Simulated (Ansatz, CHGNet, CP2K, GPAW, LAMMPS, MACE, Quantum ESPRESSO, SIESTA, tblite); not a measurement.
**A faulty CP2K run on amorphous Ge (61 atoms)**

Program: CP2K 2026.2, a calculation on a cell of 61 Ge, 19.8 Å³ an atom.

File input.inp:

```
&GLOBAL
  PROJECT cell
  RUN_TYPE ENERGY_FORCE
  PRINT_LEVEL LOW
&END GLOBAL
&FORCE_EVAL
  METHOD QS
  STRESS_TENSOR ANALYTICAL
  &DFT
    BASIS_SET_FILE_NAME BASIS_MOLOPT
    POTENTIAL_FILE_NAME GTH_POTENTIALS
    &MGRID
      CUTOFF 350
      REL_CUTOFF 50
    &END MGRID
    &QS
      EPS_DEFAULT 1.0E-12
    &END QS
    &SCF
      SCF_GUESS ATOMIC
      EPS_SCF 1.0E-06
      MAX_SCF 50
      &DIAGONALIZATION
        ALGORITHM STANDARD
      &END DIAGONALIZATION
      &SMEAR ON
        METHOD FERMI_DIRAC
        ELECTRONIC_TEMPERATURE [K] 580
      &END SMEAR
      &MIXING
        METHOD BROYDEN_MIXING
        ALPHA 0.15
        NBROYDEN 8
      &END MIXING
      &PRINT
        &RESTART OFF
        &END RESTART
      &END PRINT
    &END SCF
    &XC
      &XC_FUNCTIONAL PBE
      &END XC_FUNCTIONAL
    &END XC
    &PRINT
      &MULLIKEN ON
      &END MULLIKEN
      &HIRSHFELD ON
        SHAPE_FUNCTION DENSITY
      &END HIRSHFELD
      &MO ON
        EIGENVALUES T
        OCCUPATION_NUMBERS T
        MO_INDEX_RANGE 111 122
        &EACH
          QS_SCF 0
        &END EACH
        ADD_LAST NUMERIC
      &END MO
    &END PRINT
  &END DFT
  &SUBSYS
    &CELL
      A 10.64970 0.00000 0.00000
      B 0.00000 10.64970 0.00000
      C 0.00000 0.00000 10.64970
    &END CELL
    &COORD
      Ge 0.19372 3.69044 9.70603
      Ge 5.73518 5.30770 5.45073
      Ge 7.06906 0.66401 3.45380
      Ge 7.60825 3.09640 3.25657
      Ge 2.63452 4.81963 1.50502
      Ge 5.92102 8.99878 3.47542
      Ge 5.35286 4.00503 7.64084
      Ge 9.00283 1.73867 8.07950
      Ge 2.50939 9.09889 2.74954
      Ge 9.38686 4.29332 7.56640
[... 47 atom lines left out ...]
      Ge 3.81440 6.69536 8.95672
      Ge 2.71802 0.59660 9.64895
      Ge 6.43135 1.76764 8.09899
      Ge 9.62818 6.49131 1.76231
    &END COORD
    &KIND Ge
      BASIS_SET DZVP-MOLOPT-SR-GTH-q4
      POTENTIAL GTH-PBE-q4
    &END KIND
  &END SUBSYS
  &PRINT
    &FORCES ON
    &END FORCES
    &STRESS_TENSOR ON
    &END STRESS_TENSOR
  &END PRINT
&END FORCE_EVAL
```

Run with:

```bash
> OMP_NUM_THREADS=2 cp2k.psmp -i input.inp > output.txt
```

What it wrote:

```text
CP2K| version string:                                       CP2K version 2026.2
 CP2K| Input file name                                                 input.inp
 GLOBAL| Basis set file name                                        BASIS_MOLOPT
 GLOBAL| Potential file name                                      GTH_POTENTIALS
 GLOBAL| Run type                                                   ENERGY_FORCE
 GLOBAL| Total number of message passing processes                             1
 GLOBAL| Number of threads for this process                                    2
 *   ___                                                                       *
 *  /   \                                                                      *
 * [ABORT]                                                                     *
 *  \___/             Extra MOs (ADDED_MOS) are required for smearing          *
 *    |                                                                        *
 *  O/|                                                                        *
 * /| |                                                                        *
```

Run time: 0.67 s. Hardware: 2 threads of Arm Neoverse V1, shared host; peak memory 0.15 GiB.

Banners, paths, timers and routine set-up lines are dropped from the logs unmarked, and long logs keep their key lines alone; longer cuts are marked.

**Question.** Which part of the input is at fault, and how is it mended?

Smearing without added orbitals: added orbitals 0. Mend: give ADDED_MOS, enough empty orbitals to hold the smearing.

The program stopped at the start.

[Also dropped from logs without a mark: logging warnings of Python, and SIESTA's first energy breakdown and zero terms.]

[Logs are printed without paths, hosts, clocks, repeated set-up lines and the standing remarks that a program may print on its own settings, such as how far it seeks lower states.]

[Hosts, paths, dates, database ids (printed as entryN), source tags and the programs' standing remarks are cut or masked in the printed files.]
